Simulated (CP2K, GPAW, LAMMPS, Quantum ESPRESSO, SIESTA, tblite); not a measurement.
# What went wrong? GPAW on amorphous SiO1.7 (154 atoms)

Program: GPAW 26.7.0, a calculation on a cell of 57 Si and 97 O, 15.3 Å³ an atom.

run.py reads:

```python
import numpy as np
from ase.io import read
from gpaw import GPAW, FermiDirac

atoms = read("structure.xyz")
atoms.calc = GPAW(
    mode="lcao",
    basis="tzp",
    h=0.18,
    xc="PBE",
    kpts={"size": (1, 1, 1), "gamma": True},
    occupations=FermiDirac(0.05),
    maxiter=60,
    symmetry={"point_group": False},
    txt="gpaw.txt",
)
energy = atoms.get_potential_energy(force_consistent=True)
forces = atoms.get_forces()
print(f"energy {energy:.6f} eV")
print("forces (eV/A)")
for i, (a, f) in enumerate(zip(atoms, forces)):
    print(f"{i:4d} {a.symbol:2s} {f[0]:10.5f} {f[1]:10.5f} {f[2]:10.5f}")
print(f"Fermi level {atoms.calc.get_fermi_level():.4f} eV")
for k in range(len(atoms.calc.get_ibz_k_points())):
    for s in range(atoms.calc.get_number_of_spins()):
        e = atoms.calc.get_eigenvalues(kpt=k, spin=s)
        n = np.searchsorted(e, atoms.calc.get_fermi_level())
        print(f"k {k} spin {s} levels about the Fermi level:", np.round(e[max(n - 6, 0):n], 4).tolist(), "|", np.round(e[n:n + 6], 4).tolist())
```

structure.xyz reads:

```xyz
154
Lattice="13.31250 0.00000 0.00000 0.00000 13.31250 0.00000 0.00000 0.00000 13.31250" Properties=species:S:1:pos:R:3 pbc="T T T"
Si 12.99779 5.69282 3.19380
Si 2.21946 10.49744 7.06787
Si 0.28675 2.99611 4.85534
Si 3.16731 4.60612 0.92296
Si 1.46997 12.51442 10.20057
Si 1.08457 2.63042 7.55005
Si 0.74643 5.77044 7.96580
Si 2.90625 8.94853 3.12112
Si 9.37999 9.27615 12.61160
Si 0.03887 7.68251 5.41872
[... 140 atom lines left out ...]
O 7.38378 10.10632 3.73509
O 0.70876 10.00248 7.95275
O 5.34310 5.29478 10.82146
O 1.89889 6.22985 9.09936
```

The run is started by

```bash
$ OMP_NUM_THREADS=1 python run.py > output.txt
```

The log of the run:

```text
FileNotFoundError: Could not find required basis set file "Si.tzp.basis".
You need to set the GPAW_SETUP_PATH environment variable to point to
the directories where PAW dataset and basis files are stored.  See
for details.
```

gpaw.txt:

```text
Input parameters:
  mode=LCAO(),
  basis={'default': 'tzp'},
  h=0.18,
  kpts=MonkhorstPack(size=(1, 1, 1), gamma=True),
  maxiter=60,
  occupations=Occupations(name='fermi-dirac', width=0.05, fixmagmom=False),
  symmetry=Symmetry(point_group=False),
  xc=XC(name='PBE')
timing:  # [seconds]
  Total: 0.032  # ━━━━━━━━━━━━━━━━━━━━━━━━━━━━━━━━━━━━━━━━━━━━━━━━━━━━━━━━━━━
  Init:  0.010  # ━━━━━━━━━━━━━━━━━╸
```

The job ended after 1.2 s (1 thread of Arm Neoverse V2, shared host; peak memory 0.1 GiB).

Banners, paths, timers and routine set-up lines are dropped from the logs unmarked, and long logs keep their key lines alone; longer cuts are marked.

**Question.** Which part of the input is at fault, and how is it mended?

A basis that isn't there: basis tzp. The sound run has basis dzp.

The program stopped at the start.

[Also dropped from logs without a mark: logging warnings of Python, and SIESTA's first energy breakdown and zero terms.]

[Logs are printed without paths, hosts, clocks, repeated set-up lines and the standing remarks that a program may print on its own settings, such as how far it seeks lower states.]

[Hosts, paths, dates, database ids (printed as entryN), source tags and the programs' standing remarks are cut or masked in the printed files.]
